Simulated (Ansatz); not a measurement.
# Decaying states in the gap of ScSbSe3, part 3 of 3

Aim: relax a made-up compound, ScSbSe3, and see how good a tunnel barrier it would be. It is built by putting Sb for Bi, Se for O in the ScBiO3 structure of space group R3c, with the volume rescaled by atomic radii. The parent structure comes from the Materials Project.

Ansatz 0.2.0; PBE DFT, plane waves, PAW files (the session's first sound run).

So far, gap on the k-mesh (eV): step 3 (the bulk crystal and its band edges, PBE) 1.06; step 5 (complex bands, plane (001), k-mesh 6×6×6, PBE) 1.06; step 6 (PBEsol) 1.02.

The structure was built from a prototype and need not be the compound's stable phase.

## 7. Complex bands at another level

This step: PBEsol DFT, plane waves, PAW files; complex bands by layer matching along the plane's normal (Ansatz 0.2.0).

The complex bands at that level, over its own gap, at (0, 0) and (0.25, 0).

Contents of input.yaml:

```yaml
crystal:
  lattice:
    - [7.516070628, 0.0, 0.0]
    - [3.362782261, 6.264304704, 0.0]
    - [3.362782261, 2.229553814, 5.854109942]
  atoms:
    - { symbol: Sc, position: [0.623920209, 0.792026597, 0.792026597] }
    - { symbol: Sc, position: [0.123920209, 0.292026597, 0.292026597] }
    - { symbol: Sb, position: [0.0688689999, 0.9770436667, 0.9770436667] }
    - { symbol: Sb, position: [0.5688689999, 0.4770436667, 0.4770436667] }
    - { symbol: Se, position: [0.3474952637, 0.1621671305, 0.9256242267] }
    - { symbol: Se, position: [0.8474952637, 0.0647133791, 0.4256242267] }
    - { symbol: Se, position: [0.8474952637, 0.4256242267, 0.6621671305] }
    - { symbol: Se, position: [0.3474952637, 0.9256242267, 0.5647133791] }
    - { symbol: Se, position: [0.3474952637, 0.5647133791, 0.1621671305] }
    - { symbol: Se, position: [0.8474952637, 0.6621671305, 0.0647133791] }
kpoints:
  mp_grid: { grid: [4, 4, 4] }
scf:
  occupations: { method: fixed }
hamiltonian:
  xc: pbesol
output:
  eigenvalues: true
  transmission:
    leads: [[0, 0]]
    kpoints: [[0.0, 0.0], [0.25, 0.0]]
    e_range: [-1.0, 1.98]
    de: 0.07
```

Launch:

```
$ ansatz run input.yaml --threads 2 --pin off --max-ram 4096MiB --backend cpu --events-out ev --progress --plain --runs-dir out
```

Numbers of over 12 decimals in the logs are rounded to 6 here.

What it wrote:

```text
[...]
Crystal: 10 atoms, lattice volume = 275.629 Å³
Basis set: ecut = 420 eV, 5403 PW (Γ)
Bands: 89, of which v1, the nominal top of the filled ones, is band 74 counted from 1 (73 counted from 0)
Symmetry: 6 space group operations
[...]
k-points: 13 of 64 (time reversal used)
[...]
SCF iter   1: F=—  HF=-49593.286089 eV  |F-HF|=—  |Δ(HF+E_count)|=         —  Δρ=2.79e-3  dr2=2.76e-2  ethr=1.77e-3  ⟨swp⟩=5.0  Hψ=3588  notcnv=0  defer=160
[...]
SCF iter   8: F=-49593.276846 eV  HF=-49593.276846 eV  |F-HF|=6.26e-8  |Δ(HF+E_count)|=   7.61e-7  Δρ=2.61e-6  dr2=3.36e-8  ethr=6.76e-11  ⟨swp⟩=9.8  Hψ=4257  notcnv=0
SCF 1 converged in 8 iterations: F = -49593.276846 eV  dr2 = 3.36e-8
[...]
transmission: 10 of 20 steps passed
transmission: 20 of 20 steps passed
SCF converged after 8 iterations
Free energy (F): -49593.276846 eV
[...]
Internal energy: -49593.276846 eV  (E = F + TS)
E sigma→0 (E₀):  -49593.276846 eV
Fermi energy:    7.338332 eV
[...]
--- Band table (eV; the first three rows and the last of 13) ---
  k-point 0: bands = [... 70 lower, 6.7832, 6.7832, 7.0837, 7.2187, 8.4504, 8.4504, 8.8484, 9.1302, ... 11 higher]
  k-point 1: bands = [... 70 lower, 6.4273, 6.4812, 6.8047, 7.3383, 8.5080, 8.5700, 9.0743, 9.0959, ... 11 higher]
  k-point 2: bands = [... 70 lower, 6.1610, 6.1610, 6.8150, 6.8150, 8.8214, 8.8214, 8.9052, 8.9052, ... 11 higher]
  k-point 12: bands = [... 70 lower, 6.1393, 6.1393, 6.5243, 6.5243, 9.2466, 9.2466, 9.2466, 9.2466, ... 11 higher]
--- Transmission ---
  basis      : 409 plane waves across, 10 finite elements along
  points     : 2, as listed
[...]
crystal 0  : Sc2Se6Sb2, at the sites [0, 0], period 5.8541 Å: whole cells are its period
[...]
channels       : 0.000000e0 a spin
[...]
slowest decay  : 0.1775 /Å at (0.2500, 0.0000)
```

The job ended after 4 min (2 threads of Arm Neoverse V1, shared host; peak memory 1.8 GiB; 7.2 min of CPU time).

Numbers from this step:

```
level to which the leads are filled                       : 0.5097 eV from the Fermi level
decay constant at the filling level, zone centre          : 0.1795 Å⁻¹
decay constant at the filling level, slowest listed point : 0.1775 Å⁻¹
```

K parallel (0, 0); values up to 1.5 1/Å, a degenerate pair printed once or twice; energies at which all values exceed this have no row. The Im kz of the slowest decaying states by energy, zero at the highest filled level on the SCF mesh:

```tsv
energy (eV)	decay 1 (Å⁻¹)	decay 2 (Å⁻¹)	decay 3 (Å⁻¹)	decay 4 (Å⁻¹)
-1.00	0.119	0.185	0.202	0.477
-0.79	0.103	0.187	0.242	0.502
-0.58	0.241	0.278	0.521	0.574
-0.37	0.0668	0.139	0.267	0.316
-0.16	0.154	0.244	0.328	0.350
-0.02	0.137	0.231	0.366	0.368
0.05	0.0675	0.154	0.230	0.375
0.26	0.142	0.182	0.229	0.389
0.47	0.173	0.195	0.225	0.392
0.68	0.186	0.194	0.212	0.382
0.89	0.174	0.182	0.183	0.355
1.10	0.062	0.155	0.300	0.383
1.31	0.185	0.192	0.345	0.353
1.52	0.0200	0.156	0.264	0.266
1.73	0.185	0.211	0.237	0.312
1.94	0.1000	0.138	0.172	0.172
```

K parallel (0, 0). Re kz of states that move upwards against energy, zero at the highest filled level on the SCF mesh:

```tsv
energy (eV)	channel 1 (Å⁻¹)	channel 2 (Å⁻¹)	channel 3 (Å⁻¹)	channel 4 (Å⁻¹)	channel 5 (Å⁻¹)
-1.00	-0.362	-0.344	-	-	-
-0.79	-0.228	-0.159	-	-	-
-0.58	-0.290	-0.0626	-0.0382	0.508	-
-0.37	-0.471	-0.201	-	-	-
-0.16	-0.384	-0.0852	0.0954	-	-
-0.02	-0.299	0.199	-	-	-
0.05	-	-	-	-	-
0.26	-	-	-	-	-
0.47	-	-	-	-	-
0.68	-	-	-	-	-
0.89	-	-	-	-	-
1.10	-0.104	0.127	-	-	-
1.31	0.335	0.403	-	-	-
1.52	0.0536	-	-	-	-
1.73	-0.345	-0.341	-0.0817	0.137	0.260
1.94	0.106	0.370	-	-	-
```

K parallel (0.25, 0); values up to 1.5 1/Å, a degenerate pair printed once or twice; energies at which all values exceed this have no row. Table of Im kz of the slowest decaying states by energy, zero at the highest filled level on the SCF mesh:

```tsv
energy (eV)	decay 1 (Å⁻¹)	decay 2 (Å⁻¹)	decay 3 (Å⁻¹)	decay 4 (Å⁻¹)
-1.00	0.0473	0.126	0.157	0.169
-0.86	0.146	0.169	0.174	0.191
-0.79	0.0364	0.0681	0.144	0.148
-0.65	0.0838	0.104	0.111	0.159
-0.51	0.0423	0.0690	0.170	0.313
-0.44	0.0682	0.175	0.330	0.370
-0.30	0.0664	0.0917	0.164	0.182
-0.16	0.117	0.168	0.191	0.202
-0.09	0.00205	0.133	0.192	0.197
-0.02	0.0848	0.145	0.204	0.212
0.05	0.114	0.155	0.210	0.228
0.19	0.148	0.170	0.219	0.244
0.26	0.159	0.175	0.222	0.248
0.40	0.175	0.183	0.223	0.254
0.54	0.177	0.187	0.225	0.255
0.68	0.150	0.188	0.245	0.254
0.75	0.135	0.187	0.251	0.252
0.89	0.0931	0.183	0.245	0.257
1.03	0.175	0.235	0.252	0.255
1.10	0.169	0.228	0.240	0.250
1.24	0.153	0.206	0.209	0.232
1.38	0.127	0.148	0.180	0.195
1.45	0.0926	0.107	0.154	0.160
1.59	0.146	0.179	0.226	0.243
1.73	0.0999	0.139	0.165	0.196
1.80	0.0152	0.0334	0.116	0.129
1.94	0.0217	0.104	0.112	0.124
```

K parallel (0.25, 0). Table of Re kz of states that move upwards by energy, zero at the highest filled level on the SCF mesh:

```tsv
energy (eV)	channel 1 (Å⁻¹)	channel 2 (Å⁻¹)	channel 3 (Å⁻¹)	channel 4 (Å⁻¹)
-1.00	-0.268	-0.180	-	-
-0.79	0.475	-	-	-
-0.58	-0.509	-	-	-
-0.37	-0.373	0.00665	0.0238	-
-0.16	0.163	-	-	-
-0.02	-	-	-	-
0.05	-	-	-	-
0.26	-	-	-	-
0.47	-	-	-	-
0.68	-	-	-	-
0.89	-	-	-	-
1.10	0.318	-	-	-
1.31	0.417	-	-	-
1.52	-0.405	-0.315	-	-
1.73	-0.425	-0.138	-0.104	0.464
1.94	-0.493	-	-	-
```

At the listed wavevectors the last open channel is at -0.02 eV and the next at +1.03 eV on the grid. At +0.54 eV, the grid energy nearest the filling level (the middle of the gap on the SCF mesh), the slowest state at the listed wavevectors decays with κ = 0.177 Å⁻¹, its amplitude falling by e over 5.6 Å; the first such run, plane (101), gave 0.182 Å⁻¹.

## 8. A repeat with changed settings: scf.occupations.method = "tetrahedron_uncorrected"

This step: PBE DFT, plane waves, PAW files; complex bands by layer matching along the plane's normal; changed: scf.occupations.width = null, scf.occupations.method = "tetrahedron_uncorrected" (Ansatz 0.2.0).

This run repeats an earlier one, its twin (the complex run, plane (101)), with one setting changed (scf.occupations.method; files written aside). It is meant to test how much rests on the smearing. Where the input is shown as a difference, that is against the step before, not the twin.

Edit input.yaml of step 7 so:

```diff
@@ -19,5 +19,5 @@
 scf:
-  occupations: { method: fixed }
+  occupations: { method: tetrahedron_uncorrected }
 hamiltonian:
-  xc: pbesol
+  xc: pbe
 output:
@@ -27,3 +27,3 @@
     kpoints: [[0.0, 0.0], [0.25, 0.0]]
-    e_range: [-1.0, 1.98]
-    de: 0.07
+    e_range: [-1.0, 2.02]
+    de: 0.08
```

What it wrote:

```text
band count auto-derived: 90 (N_el = 148.0; filled up to band 74; 89 by the electrons, moments and atoms)
[...]
Crystal: 10 atoms, lattice volume = 275.629 Å³
Basis set: ecut = 420 eV, 5403 PW (Γ)
Bands: 90, of which v1, the nominal top of the filled ones, is band 74 counted from 1 (73 counted from 0)
Symmetry: 6 space group operations
[...]
k-points: 13 of 64 (time reversal used)
[...]
SCF iter   1: F=—  HF=-50064.356338 eV  |F-HF|=—  |Δ(HF+E_count)|=         —  Δρ=1.46e-3  dr2=6.59e-3  ethr=1.77e-3  ⟨swp⟩=6.0  Hψ=4281  notcnv=0  defer=2
[...]
SCF iter   8: F=-50064.356105 eV  HF=-50064.356105 eV  |F-HF|=6.55e-8  |Δ(HF+E_count)|=   1.35e-7  Δρ=3.25e-6  dr2=3.82e-8  ethr=6.76e-11  ⟨swp⟩=3.4  Hψ=4031  notcnv=0
SCF 1 converged in 8 iterations: F = -50064.356105 eV  dr2 = 3.82e-8
[...]
transmission: 10 of 20 steps passed
transmission: 20 of 20 steps passed
SCF converged after 8 iterations
Free energy (F): -50064.356105 eV
[...]
Internal energy: -50064.356105 eV  (E = F + TS)
E sigma→0 (E₀):  -50064.356105 eV
Fermi energy:    7.460167 eV
[...]
--- Band table (eV; the first three rows and the last of 13) ---
  k-point 0: bands = [... 70 lower, 6.8988, 6.8988, 7.2106, 7.3561, 8.6133, 8.6133, 9.0024, 9.2756, ... 12 higher]
  k-point 1: bands = [... 70 lower, 6.5487, 6.6034, 6.9396, 7.4602, 8.6727, 8.7327, 9.2229, 9.2509, ... 12 higher]
  k-point 2: bands = [... 70 lower, 6.2876, 6.2876, 6.9453, 6.9453, 8.9818, 8.9818, 9.0622, 9.0622, ... 12 higher]
  k-point 12: bands = [... 70 lower, 6.2629, 6.2629, 6.6748, 6.6748, 9.3936, 9.3936, 9.3936, 9.3936, ... 12 higher]
--- Transmission ---
  basis      : 409 plane waves across, 10 finite elements along
  points     : 2, as listed
[...]
crystal 0  : Sc2Se6Sb2, at the sites [0, 0], period 5.8541 Å: whole cells are its period
[...]
channels       : 0.000000e0 a spin
[...]
slowest decay  : 0.1816 /Å at (0.0000, 0.0000)
```

The job ended after 4 min (2 threads; peak memory 1.7 GiB; 7.3 min of CPU time).

This step gave:

```
free energy                                               : -50064.3561 eV
Fermi energy                                              : 7.460 eV
gap on the k-mesh                                         : 1.065 eV
level to which the leads are filled                       : 0.5324 eV from the Fermi level
decay constant at the filling level, zone centre          : 0.1816 Å⁻¹
decay constant at the filling level, slowest listed point : 0.1816 Å⁻¹
```

K parallel (0, 0); values up to 1.5 1/Å, a degenerate pair printed once or twice; energies at which all values exceed this have no row. Table of Im kz of the slowest decaying states by energy, zero at the Fermi level:

```tsv
energy (eV)	decay 1 (Å⁻¹)	decay 2 (Å⁻¹)	decay 3 (Å⁻¹)	decay 4 (Å⁻¹)
-1.00	0.121	0.187	0.205	0.481
-0.84	0.129	0.171	0.237	0.501
-0.68	0.0113	0.225	0.265	0.516
-0.52	0.0461	0.0775	0.254	0.293
-0.44	0.0680	0.123	0.264	0.308
-0.28	0.0438	0.159	0.279	0.336
-0.12	0.160	0.242	0.346	0.359
-0.04	0.129	0.236	0.365	0.369
0.04	0.0610	0.152	0.235	0.377
0.20	0.130	0.178	0.234	0.388
0.36	0.163	0.193	0.233	0.394
0.44	0.173	0.197	0.232	0.394
0.60	0.187	0.201	0.225	0.390
0.76	0.193	0.197	0.212	0.378
0.92	0.180	0.188	0.189	0.356
1.08	0.123	0.132	0.172	0.318
1.24	0.137	0.163	0.263	0.377
1.40	0.189	0.194	0.322	0.348
1.48	0.167	0.176	0.229	0.279
1.64	0.134	0.243	0.252	0.281
1.80	0.0499	0.0596	0.138	0.157
1.96	0.0952	0.141	0.170	0.172
```

K parallel (0, 0). The Re kz of states that move upwards by energy, zero at the Fermi level:

```tsv
energy (eV)	channel 1 (Å⁻¹)	channel 2 (Å⁻¹)	channel 3 (Å⁻¹)	channel 4 (Å⁻¹)
-1.00	-0.363	-0.346	-	-
-0.92	-0.304	-0.278	-	-
-0.76	-0.207	-0.141	-	-
-0.68	-0.151	-0.0968	-	-
-0.52	-0.268	0.534	-	-
-0.44	-0.503	-0.235	-	-
-0.28	-0.438	-0.167	-	-
-0.20	-0.404	-0.125	0.0651	-
-0.04	-0.317	0.179	-	-
0.04	-	-	-	-
0.20	-	-	-	-
0.28	-	-	-	-
0.44	-	-	-	-
0.52	-	-	-	-
0.68	-	-	-	-
0.76	-	-	-	-
0.92	-	-	-	-
1.00	-	-	-	-
1.16	0.0516	0.189	-	-
1.24	0.230	0.299	-	-
1.40	0.374	0.442	-	-
1.48	0.439	0.503	-	-
1.64	-0.493	-0.462	0.164	-
1.72	-0.404	-0.393	0.226	-
1.88	0.0355	0.301	-	-
1.96	0.0997	0.364	-	-
```

K parallel (0.25, 0); values up to 1.5 1/Å, a degenerate pair printed once or twice; energies at which all values exceed this have no row. Im kz of the slowest decaying states against energy, zero at the Fermi level:

```tsv
energy (eV)	decay 1 (Å⁻¹)	decay 2 (Å⁻¹)	decay 3 (Å⁻¹)	decay 4 (Å⁻¹)
-1.00	0.0503	0.127	0.159	0.173
-0.76	0.0655	0.0905	0.145	0.149
-0.60	0.0884	0.0953	0.105	0.165
-0.36	0.132	0.181	0.349	0.392
-0.12	0.126	0.180	0.198	0.210
-0.04	0.0732	0.142	0.205	0.205
0.04	0.112	0.154	0.213	0.225
0.28	0.164	0.179	0.227	0.252
0.44	0.181	0.188	0.229	0.258
0.68	0.161	0.192	0.248	0.259
0.92	0.100	0.187	0.250	0.263
1.08	0.178	0.238	0.255	0.259
1.32	0.150	0.197	0.206	0.226
1.56	0.0428	0.0784	0.157	0.178
1.72	0.0392	0.117	0.149	0.185
1.96	0.0348	0.104	0.117	0.131
```

K parallel (0.25, 0). The Re kz of states that move upwards by energy, zero at the Fermi level:

```tsv
energy (eV)	channel 1 (Å⁻¹)	channel 2 (Å⁻¹)	channel 3 (Å⁻¹)	channel 4 (Å⁻¹)
-1.00	-0.269	-0.182	-	-
-0.92	-0.210	-0.144	-	-
-0.76	0.482	-	-	-
-0.68	0.517	-	-	-
-0.52	-0.486	-0.418	-	-
-0.44	-0.442	-0.0755	-0.0564	-
-0.28	0.0652	-	-	-
-0.20	0.126	-	-	-
-0.04	-	-	-	-
0.04	-	-	-	-
0.20	-	-	-	-
0.28	-	-	-	-
0.44	-	-	-	-
0.52	-	-	-	-
0.68	-	-	-	-
0.76	-	-	-	-
0.92	-	-	-	-
1.00	-	-	-	-
1.16	0.326	-	-	-
1.24	0.363	-	-	-
1.40	0.449	-	-	-
1.48	-0.507	-	-	-
1.64	-0.299	-0.212	0.178	0.452
1.72	-0.524	-0.194	-0.152	-
1.88	0.00420	0.531	-	-
1.96	-0.501	-	-	-
```

The energy agrees with the twin's within 2e-6 eV and the result to the printed digits, after as many cycles: the change makes no difference here.

## 9. A repeat with changed settings: hamiltonian.xc = "rpbe"

This step: PBE DFT, plane waves, PAW files; complex bands by layer matching along the plane's normal; changed: hamiltonian.xc = "rpbe" (Ansatz 0.2.0).

This run repeats an earlier one, its twin (the complex run, plane (101)), with one setting changed (hamiltonian.xc; files written aside). It is meant to test how much rests on the functional. Where the input is shown as a difference, that is against the step before, not the twin.

Edit input.yaml of step 8 so:

```diff
@@ -19,5 +19,5 @@
 scf:
-  occupations: { method: tetrahedron_uncorrected }
+  occupations: { method: fixed }
 hamiltonian:
-  xc: pbe
+  xc: rpbe
 output:
```

What it wrote:

```text
[...]
Crystal: 10 atoms, lattice volume = 275.629 Å³
Basis set: ecut = 420 eV, 5403 PW (Γ)
Bands: 89, of which v1, the nominal top of the filled ones, is band 74 counted from 1 (73 counted from 0)
Symmetry: 6 space group operations
[...]
k-points: 13 of 64 (time reversal used)
[...]
SCF iter   1: F=—  HF=-50126.603628 eV  |F-HF|=—  |Δ(HF+E_count)|=         —  Δρ=2.36e-3  dr2=1.39e-2  ethr=1.77e-3  ⟨swp⟩=5.0  Hψ=3590  notcnv=0  defer=160
[...]
SCF iter   8: F=-50126.607137 eV  HF=-50126.607137 eV  |F-HF|=1.26e-7  |Δ(HF+E_count)|=   1.29e-6  Δρ=3.79e-6  dr2=7.12e-8  ethr=6.76e-11  ⟨swp⟩=10.0  Hψ=4986  notcnv=0
SCF 1 converged in 8 iterations: F = -50126.607137 eV  dr2 = 7.12e-8
[...]
transmission: 10 of 20 steps passed
transmission: 20 of 20 steps passed
SCF converged after 8 iterations
Free energy (F): -50126.607137 eV
[...]
Internal energy: -50126.607137 eV  (E = F + TS)
E sigma→0 (E₀):  -50126.607137 eV
Fermi energy:    7.569751 eV
[...]
--- Band table (eV; the first three rows and the last of 13) ---
  k-point 0: bands = [... 70 lower, 6.9997, 6.9997, 7.3253, 7.4791, 8.7653, 8.7653, 9.1562, 9.4251, ... 11 higher]
  k-point 1: bands = [... 70 lower, 6.6541, 6.7097, 7.0624, 7.5698, 8.8286, 8.8877, 9.3745, 9.4051, ... 11 higher]
  k-point 2: bands = [... 70 lower, 6.3973, 6.3973, 7.0632, 7.0632, 9.1392, 9.1392, 9.2166, 9.2166, ... 11 higher]
  k-point 12: bands = [... 70 lower, 6.3707, 6.3707, 6.8187, 6.8187, 9.5448, 9.5448, 9.5448, 9.5448, ... 11 higher]
--- Transmission ---
  basis      : 409 plane waves across, 10 finite elements along
  points     : 2, as listed
[...]
crystal 0  : Sc2Se6Sb2, at the sites [0, 0], period 5.8541 Å: whole cells are its period
[...]
channels       : 0.000000e0 a spin
[...]
slowest decay  : 0.1851 /Å at (0.0000, 0.0000)
```

It took 3.7 min on 2 threads; peak memory 1.7 GiB.

Numbers from this step:

| Item | Value |
| --- | --- |
| free energy | -50126.6071 eV |
| Fermi energy | 7.570 eV |
| gap on the k-mesh | 1.111 eV |
| level to which the leads are filled | 0.5557 eV from the Fermi level |
| decay constant at the filling level, zone centre | 0.1851 Å⁻¹ |
| decay constant at the filling level, slowest listed point | 0.1851 Å⁻¹ |

K parallel (0, 0); values up to 1.5 1/Å, a degenerate pair printed once or twice; energies at which all values exceed this have no row. The Im kz of the slowest decaying states by energy, zero at the highest filled level on the SCF mesh:

```tsv
energy (eV)	decay 1 (Å⁻¹)	decay 2 (Å⁻¹)	decay 3 (Å⁻¹)	decay 4 (Å⁻¹)
-1.00	0.125	0.188	0.208	0.485
-0.92	0.146	0.162	0.225	0.497
-0.76	0.0959	0.206	0.255	0.514
-0.68	0.0338	0.229	0.269	0.521
-0.52	0.0514	0.0860	0.258	0.298
-0.44	0.0716	0.129	0.268	0.312
-0.28	0.0481	0.164	0.283	0.340
-0.20	0.170	0.260	0.321	0.352
-0.04	0.108	0.147	0.241	0.369
0.04	0.0619	0.152	0.240	0.380
0.20	0.132	0.180	0.240	0.392
0.28	0.151	0.189	0.240	0.395
0.44	0.177	0.200	0.238	0.398
0.52	0.185	0.204	0.236	0.397
0.68	0.196	0.205	0.228	0.390
0.76	0.198	0.203	0.221	0.384
0.92	0.189	0.196	0.200	0.364
1.00	0.175	0.183	0.191	0.350
1.16	0.0910	0.102	0.170	0.310
1.24	0.115	0.158	0.284	0.377
1.40	0.190	0.198	0.347	0.362
1.48	0.188	0.198	0.309	0.347
1.64	0.154	0.244	0.270	0.292
1.72	0.124	0.225	0.246	0.258
1.88	0.0229	0.106	0.112	0.160
1.96	0.117	0.142	0.155	0.178
```

K parallel (0, 0). The Re kz of states that move upwards by energy, zero at the highest filled level on the SCF mesh:

```tsv
energy (eV)	channel 1 (Å⁻¹)	channel 2 (Å⁻¹)	channel 3 (Å⁻¹)	channel 4 (Å⁻¹)
-1.00	-0.359	-0.346	-	-
-0.76	-0.204	-0.139	-	-
-0.60	-0.315	-0.0713	-0.0444	0.485
-0.36	-0.473	-0.207	-	-
-0.12	-0.368	-0.0710	0.119	-
-0.04	-0.318	0.178	-	-
0.04	-	-	-	-
0.28	-	-	-	-
0.44	-	-	-	-
0.68	-	-	-	-
0.92	-	-	-	-
1.08	-	-	-	-
1.32	0.271	0.333	-	-
1.56	0.472	0.528	-	-
1.72	-0.455	-0.435	0.195	-
1.96	0.0606	0.331	-	-
```

K parallel (0.25, 0); values up to 1.5 1/Å, a degenerate pair printed once or twice; energies at which all values exceed this have no row. The Im kz of the slowest decaying states by energy, zero at the highest filled level on the SCF mesh:

```tsv
energy (eV)	decay 1 (Å⁻¹)	decay 2 (Å⁻¹)	decay 3 (Å⁻¹)	decay 4 (Å⁻¹)
-1.00	0.0532	0.129	0.163	0.177
-0.92	0.0288	0.146	0.171	0.191
-0.76	0.0708	0.0947	0.149	0.151
-0.68	0.0940	0.112	0.134	0.159
-0.52	0.0201	0.0830	0.0928	0.174
-0.44	0.0325	0.180	0.336	0.378
-0.28	0.0643	0.0922	0.165	0.189
-0.20	0.101	0.143	0.191	0.194
-0.04	0.0729	0.141	0.202	0.209
0.04	0.113	0.155	0.217	0.223
0.20	0.154	0.174	0.229	0.250
0.28	0.167	0.181	0.232	0.255
0.44	0.185	0.190	0.235	0.262
0.52	0.189	0.193	0.234	0.263
0.68	0.170	0.196	0.251	0.264
0.76	0.155	0.196	0.259	0.262
0.92	0.116	0.193	0.256	0.268
1.00	0.0879	0.189	0.251	0.269
1.16	0.178	0.238	0.254	0.261
1.24	0.170	0.229	0.238	0.253
1.40	0.147	0.188	0.203	0.221
1.48	0.130	0.147	0.185	0.190
1.64	0.0489	0.171	0.173	0.239
1.72	0.0606	0.116	0.189	0.192
1.88	0.0197	0.0307	0.0903	0.0969
1.96	0.0458	0.0713	0.115	0.130
```

K parallel (0.25, 0). The Re kz of states that move upwards by energy, zero at the highest filled level on the SCF mesh:

```tsv
energy (eV)	channel 1 (Å⁻¹)	channel 2 (Å⁻¹)	channel 3 (Å⁻¹)	channel 4 (Å⁻¹)
-1.00	-0.268	-0.182	-	-
-0.84	-0.128	-0.0953	0.436	-
-0.68	0.511	-	-	-
-0.52	-0.491	-	-	-
-0.44	-0.448	-0.295	-0.0880	-
-0.28	0.0578	-	-	-
-0.12	0.194	-	-	-
-0.04	-	-	-	-
0.04	-	-	-	-
0.20	-	-	-	-
0.36	-	-	-	-
0.44	-	-	-	-
0.60	-	-	-	-
0.76	-	-	-	-
0.92	-	-	-	-
1.08	-	-	-	-
1.24	0.342	-	-	-
1.40	0.418	-	-	-
1.48	0.482	-	-	-
1.64	-0.351	-0.267	0.413	-
1.80	-0.437	-0.134	-0.115	0.465
1.96	-0.522	-	-	-
```

The least decay constant is 0.185 Å⁻¹ against 0.182 Å⁻¹ in the twin: a change of +2 %.

## 10. Results

```yaml
band_gap: 1.02 eV
least_decay_constant_at_mid_gap_normal_to_101: 0.182 Å⁻¹
least_decay_constant_at_mid_gap_normal_to_001: 0.184 Å⁻¹
least_decay_constant_pbesol: 0.177 Å⁻¹
```

What this shows: With PBE, the slowest decay at the wavevectors tried is κ = 0.182 Å⁻¹, normal to (101). Through such a film the transmission near mid-gap falls as exp(−2κd), a factor of ten every 6.3 Å. The directions tried decay at nearly the same rate. A free electron under a barrier of half the gap would need a mass of 0.25 mₑ to decay at this rate. With PBEsol the gap goes from 1.02 to 0.977 eV and the decay constant, over the first 2 listed wavevectors, from 0.182 to 0.177 Å⁻¹. The compound is made up by substitution; its stability against other phases and against distortions of the cell's symmetry was not tested. A semilocal functional narrows gaps, while spin-orbit coupling, left out here, narrows them in compounds of heavy elements, so the error in κ can go either way.

[Logs are printed without paths, hosts, clocks, repeated set-up lines and the standing remarks that a program may print on its own settings, such as how far it seeks lower states.]

[Hosts, paths, dates, database ids (printed as entryN), source tags and the programs' standing remarks are cut or masked in the printed files.]
